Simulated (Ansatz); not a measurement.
Rows from a G0W0 calculation on LiMgOF (P4/nmm) (Ansatz 0.2.0; G0W0 on LDA, plane waves, PAW; PAW set soft_1; 6×6×2 mesh, 176 empty bands, screening to 110 eV, PAW set soft_1 files), in eV. Spin-orbit coupling is left out.

The structure was built from a prototype and need not be the compound's stable phase.

```csv
row,Σx,Σc,Vxc,Z
A,-9.57,-3.71,-14.94,0.86
B,-26.50,4.23,-21.00,0.80
C,-10.75,-3.96,-16.78,0.84
```

**Question.** Which rows are filled states and which are empty ones, and how can one tell?

Filled: B. Empty: A and C. The sign of Σc tells: for a filled state bare exchange, which holds its interaction with itself, lies below Vxc (Σx − Vxc is -5.5 eV or lower here) and screening gives part back as a positive Σc. For an empty state Σx lies above Vxc (+5.4 eV or more) and the Coulomb hole leaves Σc negative.

[Paths, hosts, dates, memory and timing lines, banners, echoed tables and standing remarks are left out of the program output.]

[Logs are printed without paths, hosts, clocks, repeated set-up lines and the standing remarks that a program may print on its own settings, such as how far it seeks lower states.]

[Runs of the session that timed out or met a known fault of the program may be left out.]

[Cells called generated may have been cut or substituted from an entry of the Crystallography Open Database or the Materials Project.]

[Hosts, paths, dates, database ids (printed as entryN), source tags and the programs' standing remarks are cut or masked in the printed files.]
